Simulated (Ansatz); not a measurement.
**Se on Mg(0001): change of the work function**

Aim: the work function of Mg(0001) at several coverages of Se (fcc site), and the dipole that each adsorbate carries.

Program: Ansatz 0.2.0. Level of theory: plane-wave DFT, PBE, Ansatz PAW. Results are calculated unless marked as measured.

### 1. The starting structure

The cell holds 4 atoms: 4 Mg. Cell: a = 3.210 Å, b = 3.210 Å, c = 25.820 Å, α = 90.0°, β = 90.0°, γ = 60.0°. Vacuum lies along c.

### 2. The clean slab

The bare slab comes first, as the zero from which every change is counted. The two lowest layers are held at bulk places and the upper ones relax. The dipole correction removes the false field that a one-sided slab makes across the periodic vacuum, so each face gets a flat vacuum level of its own.

The input, input.yaml:

```yaml
crystal:
  lattice:
    - [3.21, 0.0, 0.0]
    - [1.605, 2.7799415461, 0.0]
    - [0.0, 0.0, 25.81956]
  atoms:
    - { symbol: Mg, position: [0.6666666667, 0.6666666667, 0.3485729424] }
    - { symbol: Mg, position: [0.0, 0.0, 0.4495243141] }
    - { symbol: Mg, position: [0.6666666667, 0.6666666667, 0.5504756859] }
    - { symbol: Mg, position: [0.0, 0.0, 0.6514270576] }
kpoints:
  mp_grid: { grid: [12, 12, 1] }
hamiltonian:
  xc: pbe
scf:
  occupations: { method: fermi_dirac, width: 0.1 }
  convergence: { dr2_threshold: 1.0e-08 }
efield:
  axis: 3
  dipole_correction: true
  ramp_position: 0.97
  ramp_width: 0.06
relax:
  f_tol: 0.02
  max_steps: 60
  constraints: [{ sites: [0, 1] }]
output:
  write_potential: true
  write_density: true
  volumetric_format: npy
```

Started as:

```console
$ ansatz run input.yaml --threads 4 --pin off --max-ram 6144MiB --backend cpu --events-out ev --progress --plain --runs-dir out
```

Numbers of over 12 decimals in the logs are rounded to 6 here.

The log of the run:

```text
Engine: ansatz 0.2.0, x86_64-unknown-linux-gnu
Pseudopotentials: kind: paw
Pseudopotential: Mg, paw, valence charge 10, recommended cutoff 420 eV (normal), Mg.paw.azcp
Functional definition: PBE
  parameter kappa = 0.804
  parameter beta = 0.066725
  exchange = pbe_x(kappa = kappa, mu = beta*pi^2/3)
  correlation = pbe_c(beta = beta)
Crystal: 4 atoms, lattice volume = 230.404 Å³
Basis set: ecut = 420 eV, 4575 PW (Γ), exchange–correlation on 48×48×360 points (8 copies of the dense FFT grid, shifted against one another)
Bands: 24, of which v1, the nominal top of the filled ones, is band 20 counted from 1 (19 counted from 0)
Symmetry: 6 space group operations
k-points: 19 of 144 (time reversal used)
Non-local potential: Mg, projectors of the file, l = 0: 3, l = 1: 2, l = 2: 1
PAW form: soft (Blöchl's): semilocal exchange-correlation on the pseudo side does not see the compensation charge
PAW one-centre angular grid: Mg, 110 points (default); XC on 64 Gauss nodes
Initial density: superposition of atomic densities (neutral atoms: chi_scale 0, normalization atom), corrected by the library's trained network
Initial wavefunctions: pseudopotential atomic-orbital guess
Functional: x = pbe(κ = 0.804, μ = 0.219515), c = pbe(β = 0.066725)
SCF iter   1: F=—  HF=-7694.613554 eV  |F-HF|=—  |Δ(HF+E_count)|=         —  Δρ=7.47e-4  dr2=5.39e-3  ethr=1.77e-3  p=0.000 e·Å  D=6.17e-14 V/Å  ΔV_dip=-0.00 eV  dr2_dipole=1.19e-8  V_vac-E_F(+/−)=3.79/3.79 eV  ⟨swp⟩=8.1  Hψ=2477  notcnv=0
efield: sawtooth ramp at fractional position 0.9700 (set: `efield.ramp_position`, or a place that a band, a saddle search or an elastic batch's reference lends), width 0.0600; the density the first Hamiltonian is built on has a dipole p = 0.000 e·Å; the dipole correction subtracts the counter field D = 6.17e-14 V/Å, which shifts the + side's vacuum level by -0.00 eV against the − side's; the planar-averaged density in the ramp window peaks in size at 1.5e-5 e/Å³
preconditioner: auto → LDOS  [metal: Δε(μ)=0.163 eV  Ē_g=4.548 eV  σ=0.100 eV  W_gap=0.39  n_scr=16 (ndim 8)  ℏωp=6.9 eV  f_vac=0.528  D(μ)=2.23/eV (n_scr^D=10)  β→1.0]
SCF iter   2: F=—  HF=-7694.613892 eV  |F-HF|=—  |Δ(HF+E_count)|=   3.38e-4  Δρ=2.82e-4  dr2=3.90e-4  ethr=1.35e-5  p=0.000 e·Å  D=1.21e-5 V/Å  ΔV_dip=-0.00 eV  dr2_dipole=1.38e-8  V_vac-E_F(+/−)=3.82/3.82 eV  ⟨swp⟩=2.1  Hψ=706  notcnv=0
SCF iter   3: F=—  HF=-7694.613924 eV  |F-HF|=—  |Δ(HF+E_count)|=   3.22e-5  Δρ=9.30e-5  dr2=4.23e-5  ethr=9.74e-7  p=-0.000 e·Å  D=-7.64e-8 V/Å  ΔV_dip=0.00 eV  dr2_dipole=1.75e-10  V_vac-E_F(+/−)=3.80/3.80 eV  ⟨swp⟩=2.3  Hψ=617  notcnv=0
SCF iter   4: F=—  HF=-7694.613948 eV  |F-HF|=—  |Δ(HF+E_count)|=   2.35e-5  Δρ=2.68e-5  dr2=4.91e-6  ethr=1.06e-7  p=-0.000 e·Å  D=-1.88e-7 V/Å  ΔV_dip=0.00 eV  dr2_dipole=5.07e-11  V_vac-E_F(+/−)=3.79/3.79 eV  ⟨swp⟩=2.0  Hψ=527  notcnv=0
SCF iter   5: F=—  HF=-7694.613928 eV  |F-HF|=—  |Δ(HF+E_count)|=   1.95e-5  Δρ=6.90e-6  dr2=4.91e-7  ethr=1.23e-8  p=-0.000 e·Å  D=-1.97e-7 V/Å  ΔV_dip=0.00 eV  dr2_dipole=5.68e-11  V_vac-E_F(+/−)=3.79/3.79 eV  ⟨swp⟩=2.1  Hψ=509  notcnv=0
SCF iter   6: F=—  HF=-7694.613928 eV  |F-HF|=—  |Δ(HF+E_count)|=   2.89e-7  Δρ=1.60e-6  dr2=2.03e-8  ethr=1.23e-9  p=-0.000 e·Å  D=-8.89e-8 V/Å  ΔV_dip=0.00 eV  dr2_dipole=1.68e-12  V_vac-E_F(+/−)=3.79/3.79 eV  ⟨swp⟩=2.0  Hψ=530  notcnv=0
SCF iter   7: F=-7694.613928 eV  HF=-7694.613928 eV  |F-HF|=7.87e-10  |Δ(HF+E_count)|=   7.84e-9  Δρ=3.79e-7  dr2=3.34e-10  ethr=2.50e-11  p=-0.000 e·Å  D=-2.42e-9 V/Å  ΔV_dip=0.00 eV  dr2_dipole=5.37e-13  V_vac-E_F(+/−)=3.79/3.79 eV  ⟨swp⟩=8.7  Hψ=2636  notcnv=0
SCF 1 converged in 7 iterations: F = -7694.613928 eV  dr2 = 3.34e-10
  greatest PAW one-centre occupation: 1.000 electrons in one spin orbital (limit 2), on the Mg atom at site 2 (counted from 0), in its partial waves of l = 0
relax step   1: F+E_penalty+E_count = -7694.61392834 eV  Δ(F+E_penalty+E_count) = +0.000e0 eV  max|allowed force component| = 4.415e-2 eV/Å  Δτ_max = 0.0000 Å  (7 SCF iters, accepted)
Initial density: handed on by an earlier stage of this run
Initial wavefunctions: those handed on with the density
iter 1 solved again at ethr=7.55e-6 eV; its pass at ethr=3.10e-3 eV (dr2=3.02e-3 eV) is discarded
SCF iter   1: F=—  HF=-7694.614721 eV  |F-HF|=—  |Δ(HF+E_count)|=         —  Δρ=2.19e-4  dr2=9.85e-4  ethr=7.55e-6  p=-0.000 e·Å  D=-1.87e-8 V/Å  ΔV_dip=0.00 eV  dr2_dipole=5.18e-5  V_vac-E_F(+/−)=3.79/3.79 eV  ⟨swp⟩=2.3  Hψ=1585  notcnv=0
efield: sawtooth ramp at fractional position 0.9700 (set: `efield.ramp_position`, or a place that a band, a saddle search or an elastic batch's reference lends), width 0.0600; the density the first Hamiltonian is built on has a dipole p = -0.000 e·Å; the dipole correction subtracts the counter field D = -1.87e-8 V/Å, which shifts the + side's vacuum level by +0.00 eV against the − side's; the planar-averaged density in the ramp window peaks in size at 3.7e-7 e/Å³
preconditioner: auto → LDOS  [metal: Δε(μ)=0.173 eV  Ē_g=4.535 eV  σ=0.100 eV  W_gap=0.41  n_scr=16 (ndim 8)  ℏωp=6.9 eV  f_vac=0.529  D(μ)=2.24/eV (n_scr^D=10)  β→1.0]
SCF iter   2: F=—  HF=-7694.614663 eV  |F-HF|=—  |Δ(HF+E_count)|=   5.78e-5  Δρ=7.35e-5  dr2=3.77e-5  ethr=2.46e-6  p=-0.000 e·Å  D=-6.75e-5 V/Å  ΔV_dip=0.00 eV  dr2_dipole=1.71e-6  V_vac-E_F(+/−)=3.79/3.79 eV  ⟨swp⟩=2.0  Hψ=503  notcnv=0
SCF iter   3: F=—  HF=-7694.614692 eV  |F-HF|=—  |Δ(HF+E_count)|=   2.83e-5  Δρ=2.08e-5  dr2=3.89e-6  ethr=9.43e-8  p=0.000 e·Å  D=9.60e-5 V/Å  ΔV_dip=-0.00 eV  dr2_dipole=1.81e-10  V_vac-E_F(+/−)=3.79/3.79 eV  ⟨swp⟩=2.0  Hψ=776  notcnv=0
SCF iter   4: F=—  HF=-7694.614664 eV  |F-HF|=—  |Δ(HF+E_count)|=   2.75e-5  Δρ=5.71e-6  dr2=4.02e-7  ethr=9.72e-9  p=0.000 e·Å  D=1.11e-4 V/Å  ΔV_dip=-0.00 eV  dr2_dipole=1.70e-8  V_vac-E_F(+/−)=3.79/3.79 eV  ⟨swp⟩=2.0  Hψ=522  notcnv=0
SCF iter   5: F=-7694.614664 eV  HF=-7694.614664 eV  |F-HF|=2.88e-9  |Δ(HF+E_count)|=   3.01e-8  Δρ=1.43e-6  dr2=7.85e-9  ethr=2.50e-11  p=0.000 e·Å  D=1.31e-4 V/Å  ΔV_dip=-0.00 eV  dr2_dipole=1.11e-9  V_vac-E_F(+/−)=3.79/3.79 eV  ⟨swp⟩=7.8  Hψ=2950  notcnv=0
SCF 2 converged in 5 iterations: F = -7694.614664 eV  dr2 = 7.85e-9
  greatest PAW one-centre occupation: 1.000 electrons in one spin orbital (limit 2), on the Mg atom at site 1 (counted from 0), in its partial waves of l = 0
relax step   2: F+E_penalty+E_count = -7694.61466413 eV  Δ(F+E_penalty+E_count) = -7.358e-4 eV  max|allowed force component| = 1.544e-2 eV/Å  Δτ_max = 0.0287 Å  (5 SCF iters, accepted)
NSCF: frozen V_eff on 19 k-points
the band table was solved once a step of the walk had ended and its energy, with any forces and stress, was formed, with the checks that follow a solve (2497 applications of the Hamiltonian). They found nothing against the state; the energy, forces and stress were not computed again (output.eigenvalues in the input reference)
WARN: The output density's exchange-correlation potential varies sharply where the density is thin. Do not read a vacuum level from v_tot or v_xc, or from such a field of the output density. On a cell that repeats whose density bears no net charge and no dipole along the vacuum's axis use v_es (v_loc + v_h of the components); under efield.dipole_correction with no amplitude use v_es + v_field, which holds any externa [...]
SCF converged after 5 iterations
Free energy (F): -7694.614664 eV
Harris-Foulkes:  -7694.614664 eV  (|F-HF|=2.88e-9)
Internal energy: -7694.543245 eV  (E = F + TS)
E sigma→0 (E₀):  -7694.578954 eV
Entropy (-TS):   -0.071420 eV (-17.855 meV/atom)
Fermi energy:    0.029478 eV
Dipole field:    D = 0.000173 V/Å  (p = 0.000220 e·Å, saw-weighted, corrected)
Work function:   Φ+ = 3.7873 eV   Φ− = 3.7918 eV
Levels:          The Fermi level and band energies are counted from a zero that moves with the ramp; work functions are not
--- Per-component energies (eV) ---
  E_band       = -1655.090316
  E_kinetic    = 297.500952
  E_local      = -32041.579019  (includes V_loc(G=0)·N_el)
  E_nonlocal   = 383.077104
  E_hartree    = 14982.417353
  E_xc         = -112.093321
  E_vxc        = -144.525410  (∫ρ·V_xc dr)
  E_paw        = -1170.697246  (= ΣΔE_a)
  E_vpaw       = -114.398191  (= ΣTr[D̂ρ^β])
  E_aug_tail   = -0.000015  (compensation charges beyond the density's cutoff)
  E_efield     = 0.000000  (sawtooth field / dipole correction)
  E_vefield    = -0.000058  (∫n·V_field dr)
  E_ewald      = 9966.830947
  E_smearing   = -0.071420  (= −TS)
  E_closure    = -0.000000  (closes the sum)
  Σ components = -7694.614664   (vs F -7694.614664, Δ=0.00e0)
--- Forces (eV/Å), atoms counted from 1 ---
  atom   1  Mg    -0.00000000     0.00000000    -0.04352539
  atom   2  Mg     0.00000000    -0.00000000     0.03942661
  atom   3  Mg    -0.00000000     0.00000000    -0.01135314
  atom   4  Mg     0.00000000    -0.00000000     0.01543563
  max |Σ_I F_I| component: 1.63e-5 eV/Å
--- Band table (eV; the first three rows and the last of 19) ---
  k-point 0: bands = [... 16 lower, -6.5118, -5.7358, -4.4563, -2.7079, -0.9499, 1.2324, 2.8336, 3.6962]
  k-point 1: bands = [... 16 lower, -6.3761, -5.6010, -4.3227, -2.5750, -0.8237, 1.3598, 2.9633, 3.8279]
  k-point 2: bands = [... 16 lower, -5.9704, -5.1979, -3.9232, -2.1781, -0.4451, 1.7374, 3.3475, 4.2198]
  k-point 18: bands = [... 16 lower, -0.2640, -0.2571, -0.2503, 0.4095, 0.4203, 0.4303, 1.5893, 2.1911]
--- Relaxed structure (2 steps of the walk, 2 accepted, 0 SCFs on fresh bases) ---
  F+E_penalty+E_count = -7694.61466413 eV   max|allowed force component| = 1.544e-2 eV/Å
  atoms:
    - { symbol: Mg, position: [0.666667, 0.666667, 0.348573] }
    - { symbol: Mg, position: [0.0, 0.0, 0.449524] }
    - { symbol: Mg, position: [0.666667, 0.666667, 0.550673] }
    - { symbol: Mg, position: [0, 0, 0.652538] }
```

Elapsed: 2.3 s, on 4 threads of Intel Xeon 6975P-C (Granite Rapids), shared host; peak memory 0.53 GiB; 8 s of CPU time.

The steps of the relaxation:

```csv
step,energy less that of the first step (eV),largest force component (eV/Å)
1,0.0000,0.0442
2,-0.0007,0.0154
```

The run keeps the 6 symmetry operations that it works with, so distortions that break them were not tested.

The atoms that moved most (Å):

```csv
atom,dx,dy,dz,length
Mg4,0.000,0.000,0.029,0.029
Mg3,0.000,0.000,0.005,0.005
```

Final coordinates:

```xyz
4
Lattice="3.2100 0.0000 0.0000 1.6050 2.7799 0.0000 0.0000 0.0000 25.8196" Properties=species:S:1:pos:R:3
Mg    3.2100    1.8533    9.0000
Mg    0.0000    0.0000   11.6065
Mg    3.2100    1.8533   14.2181
Mg    0.0000    0.0000   16.8482
```

Numbers from this step:

```
energy at zero smearing   : -7694.5790 eV
work function, upper face : 3.787 eV
dipole along the normal   : 2.20e-4 e·Å
```

Running mean over 2.60652 Å of the planar mean; the ramp of the sawtooth is left out. The electron's electrostatic potential energy less the Fermi level by z:

```csv
z (Å),electron's electrostatic potential energy less the Fermi level (eV)
4,3.79
5,3.78
6,3.64
7,2.60
8,-2.09
9,-4.02
10,-4.04
11,-4.01
12,-3.99
13,-3.98
14,-4.00
15,-3.95
16,-3.97
17,-3.95
18,-1.31
19,2.90
20,3.68
21,3.78
22,3.79
```

The relaxation took 2 steps and lowered the energy by 7.4e-4 eV; the largest force on the free atoms ends at 0.015 eV/Å.

The work function of the upper face is 3.79 eV.

(Part 1 of 3 ends here.)

[Logs are printed without paths, hosts, clocks, repeated set-up lines and the standing remarks that a program may print on its own settings, such as how far it seeks lower states.]

[Hosts, paths, dates, database ids (printed as entryN), source tags and the programs' standing remarks are cut or masked in the printed files.]

[Maps of the electrostatic potential energy from Ansatz leave out the sawtooth potential of an applied field or a dipole correction, so their vacuum need not be flat; planar profiles and work functions include it.]
